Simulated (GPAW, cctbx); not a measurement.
## Li2TlCuCl6: deformation density and structure factors from DFT

Question: by how much does bonding change the X-ray structure factors of Li2TlCuCl6, and what does a routine refinement make of it?

The start was made by putting kin elements into a known structure type; the compound need not exist, or be stable, in this form. All numbers below are calculated.

## Step 1: Relax the structure

The density hangs on the geometry, so cell and atoms are relaxed first, with the symmetry held. The cutoff is set higher than for the density because stress converges slowly with plane waves.

Settings: GPAW 26.7.0, PBE, 670 eV, 3×3×3 k-points, Fermi–Dirac width 0.05 eV, BFGS to 0.03 eV/Å.

```text
cell
1.0
     0.000000000    4.829500000    4.829500000
     4.829500000    0.000000000    4.829500000
     4.829500000    4.829500000    0.000000000
Tl Cu Cl Li
1 1 6 2
Direct
0.000000000 0.000000000 0.000000000
0.500000000 0.500000000 0.500000000
0.738600000 0.738600000 0.261400000
0.738600000 0.261400000 0.738600000
0.261400000 0.738600000 0.261400000
0.261400000 0.738600000 0.738600000
0.261400000 0.261400000 0.738600000
0.738600000 0.261400000 0.261400000
0.250000000 0.250000000 0.250000000
0.750000000 0.750000000 0.750000000
```

```console
$ OMP_NUM_THREADS=1 mpirun -n 4 gpaw python run.py > gpaw.log
```

```text
BFGS:    0      -28.460241        1.031937
BFGS:    1      -28.506265        0.997652
BFGS:    2      -28.885242        0.663896
BFGS:    3      -29.117218        0.369638
...
BFGS:    6      -29.243940        0.149500
BFGS:    7      -29.250750        0.078563
BFGS:    8      -29.253473        0.019702
cell  7.2140 7.2140 7.2140  60.00 60.00 60.00
volume 265.472 A^3, largest force 0.019 eV/A, largest stress 0.12 GPa
```

The cell moved far, while the k-mesh and basis were chosen for the start, so the final shape may be somewhat biased.

After 8 steps the volume has changed by +17.8 % and the energy by -0.793 eV; the largest stress left is 0.12 GPa. It took 2.4 min on 4 cores of Arm Neoverse V2 (shared host), peak memory 1.7 GiB.

Relaxed structure: Fm-3m (no. 225), a = 10.2022 Å, b = 10.2022 Å, c = 10.2022 Å, α = 90.00°, β = 90.00°, γ = 90.00°.

```csv
atom,mult.,x,y,z
Tl1,4,0,0,0
Cu1,4,1/2,0,0
Cl1,24,0,0,0.7389
Li1,8,1/4,3/4,3/4
```

## Step 2: The all-electron density

X-rays see the whole electron density, so the PAW density is rebuilt with its core regions. Subtracting spherical free atoms from the same code cancels the cores and leaves the deformation density Δρ, the part due to bonding.

Settings: PBE, 550 eV, 3×3×3 k-points, Fermi–Dirac width 0.05 eV; primitive cell of 10 atoms.

```console
$ OMP_NUM_THREADS=1 mpirun -n 4 gpaw python run.py > gpaw.log
```

```text
|iter:   1|       0s |  -32.293965 | -0.08 |       |
|iter:   2|       1s |  -30.555860 | -1.07 | -1.08 |
|iter:   3|       1s |  -29.730460 | -1.46 | -1.17 |
...
|iter:  10|       8s |  -29.185845c| -5.75 | -3.35 |
|iter:  11|       9s |  -29.185845c| -6.83 | -4.03c|
|iter:  12|       9s |  -29.185822c| -7.78c| -4.43c|
```

```text
grid (80, 80, 80)  electrons 218.000  moved by bonding 1.874 e
deformation density beyond 0.5 A of the nuclei: max 0.104, min -0.269 e/A^3
atom        x       y       z   Voronoi charge  moment
Tl1    0.0000  0.0000  0.0000      0.351       0.00
Cu2    0.5000  0.5000  0.5000      0.266       0.00
Cl3    0.7389  0.7389  0.2611     -0.244       0.00
Cl4    0.7389  0.2611  0.7389     -0.244       0.00
Cl5    0.2611  0.7389  0.2611     -0.244       0.00
Cl6    0.2611  0.7389  0.7389     -0.244       0.00
Cl7    0.2611  0.2611  0.7389     -0.244       0.00
Cl8    0.7389  0.2611  0.2611     -0.244       0.00
Li9    0.2500  0.2500  0.2500      0.425       0.00
Li10   0.7500  0.7500  0.7500      0.425       0.00
mean inner potential of superposed free atoms 9.780 V
total magnetic moment 0.000 muB
```

Deformation density in a plane through the shortest contact of the Cu atom at the origin, in 0.01 e/Å³ (clipped at ±99); x from -1.6 to 4.0 Å, y from 2.4 down to -2.4 Å:

```text
  0   2   5   4   .   .   6   3   1   0   0  -1   0   0   1   3
  0   1   2   0  -7  -5   2   2   1   0   0   0   0   0   0   2
  0   0   1   2   2   2   2   1   0   0   0   0   0   0   0   0
  0   0   0   2   3   3   1   0   0   1   2   2   2   1   0  -1
  1   0  -1  -3  -7  -5  -2   0   1   2   4   6   4   2   0  -2
  2   2  -3  -6   .  -6  -6   0   3   0  -1   .  -1   2   2  -2
  2   3  -5 -31   .   . -14   0   4  -4   .   .  -9   2   4  -2
  2   2  -3  -6   .  -6  -6   0   3   0  -1   .  -1   3   2  -2
  1   0  -1  -3  -7  -5  -2   0   1   2   4   6   4   2   0  -2
  0   0   0   2   3   3   1   0   0   1   2   2   2   1   0  -1
  0   0   1   2   2   2   2   1   0   0   0   0   0   0   0   0
  0   1   2   0  -7  -5   2   2   1   0   0   0   0   0   0   2
  0   2   5   4   .   .   6   3   1   0   0  -1   0   0   1   3
```

Atoms in or within 0.15 Å of the plane: Cu (0.0, 0.0), Cl (2.4, 0.0), Cl (0.0, 2.4), Cl (0.0, -2.4) Å. Dots mark points within about 0.45 Å of a nucleus; large values next to them are atomic features.

Cl gains most (-0.24 e) and Li loses most (+0.42 e), as electronegativity suggests. Such charges fall far short of formal ones, since overlapping free atoms already put density on their neighbours. Along the shortest contact from the Cu atom at the map's origin, Cu–Cl at 2.44 Å, Δρ is +0.03 e/Å³ at the midpoint and highest, +0.04, 1.40 Å from Cu (points within 0.5 Å of a nucleus left out): little piles up between the atoms. At the midpoints of other shortest contacts it is +0.02 (Tl–Cl, 2.66 Å) e/Å³. Point values carry grid noise of about 0.01 e/Å³. The run needed 12 iterations, 18 s.

## Step 3: Structure factors

The Fourier components of Δρ, added to those of the free atoms, give the static X-ray structure factors; the Mott–Bethe relation turns them into the Fourier components V of the potential that fast electrons feel.

```text
static structure factors of the conventional cell: F in electrons, V (Mott-Bethe) in volts
   h  k  l      d  |F| table  |F| free   |F| DFT   change   |V| free  |V| DFT  change %
   1  1  1  5.8902   174.905   174.851   174.652   -0.199     0.722    0.752      4.1
   0  2  0  5.1011   521.947   521.649   523.135    1.486     3.556    3.389     -4.7
   0  2  2  3.6070   304.354   303.898   300.369   -3.529     1.501    1.699     13.2
   1  3  1  3.0761   195.121   195.472   195.869    0.397     0.890    0.874     -1.8
   2  2  2  2.9451    61.581    60.804    57.797   -3.007     1.830    1.717     -6.2
   0  4  0  2.5506   672.335   671.991   672.931    0.940     5.470    5.443     -0.5
   1  3  3  2.3405   210.697   211.257   211.629    0.372     1.031    1.022     -0.9
   0  4  2  2.2813   435.724   435.155   435.196    0.041     2.537    2.536     -0.0
   2  4  2  2.0825   275.108   274.086   274.461    0.375     0.961    0.954     -0.7
   3  3  3  1.9634   223.929   224.557   224.833    0.276     1.130    1.125     -0.4
   1  5  1  1.9634   131.297   131.737   132.417    0.680     0.184    0.173     -6.1
   0  4  4  1.8035   580.428   580.109   579.348   -0.761     3.951    3.962      0.3
   1  5  3  1.7245   150.071   150.482   150.934    0.452     0.384    0.378     -1.5
   2  4  4  1.7004   386.081   385.596   385.251   -0.346     1.963    1.967      0.2
```

The largest X-ray change is -3.53 e on 022, 1.2 % of |F|. For electrons V goes as (Z − F)/g², so a change of F counts against Z − F, which is small at low angle and wherever the atoms' terms cancel: |V| of 022 moves by +13.2 % (1.50 to 1.70 V) against -1.2 % in |F|. The tabulated Hartree–Fock atoms differ from the free DFT atoms by up to 1.02 e, so the choice of reference atom matters too.

## Step 4: Refining ordinary atoms against data with bonding

Routine crystallography fits spherical atoms. To see the bias, intensities are simulated from tabulated atoms plus the DFT change ΔF, so that bonding alone can misfit (17260 reflections of the full sphere, merged to the counts below, to 0.4 Å, 0.5 % proportional noise plus counting noise, assumed isotropic U as listed, Δρ smeared by the mean U) and refined with cctbx over different ranges.

| range | data | R1 | GooF | U Tl1 (true 0.005) | U Cu1 (true 0.0075) | U Cl1 (true 0.0089) | U Li1 (true 0.0129) | largest shift (Å) | Δρ max, min (e/Å³) |
| --- | --- | --- | --- | --- | --- | --- | --- | --- | --- |
| all data | 493 | 0.0022 | 1.13 | 0.0050 | 0.0075 | 0.0089 | 0.0129 | 0.0001 | 0.16, -0.36 |
| low resolution, d > 0.84 | 73 | 0.0020 | 1.81 | 0.0050 | 0.0075 | 0.0089 | 0.0128 | 0.0004 | 0.07, -0.10 |
| high order, d < 0.75 | 397 | 0.0023 | 0.97 | 0.0050 | 0.0075 | 0.0089 | 0.0129 | 0.0000 | 0.17, -0.27 |
| occupancies free, d > 0.7 | 115 | 0.0019 | 1.51 | 0.0050 | 0.0073 | 0.0089 | 0.0126 | 0.0002 | 0.09, -0.10 |

With all data GooF is 1.13, diluted by the many high-angle data; the misfit shows at low resolution; the top residual peak lies 2.11 Å from Cl and 2.11 Å from Cl. No U is off by more than 3 s.u. at low resolution. With Tl1 held at 1 and the scale free, the other occupancies refine to Cu1 0.995(0.002), Cl1 1.000(0.001) and Li1 0.989(0.016), within three s.u. of full.

## Step 5: Answer

Bonding moves 1.87 e in the primitive cell of Li2TlCuCl6 and changes the structure factors of the conventional cell in the table above by at most 3.53 e (022, 1.2 %), and among reflections above 2 % of the strongest by up to 4.9 % (222). The shortest bond, Cu–Cl, has Δρ = +0.03 e/Å³ at its midpoint. With all data GooF is 1.13, diluted by the many high-angle data. Limits: static density, frozen cores, no spin–orbit coupling; no Hubbard U on Cu.

[Outputs are excerpts: Python notices, other lines and further rows are left out; steps that failed or that the build refused (PBEsol, TPSS) are not shown.]

[Logs are printed without paths, hosts, clocks, repeated set-up lines and the standing remarks that a program may print on its own settings, such as how far it seeks lower states.]
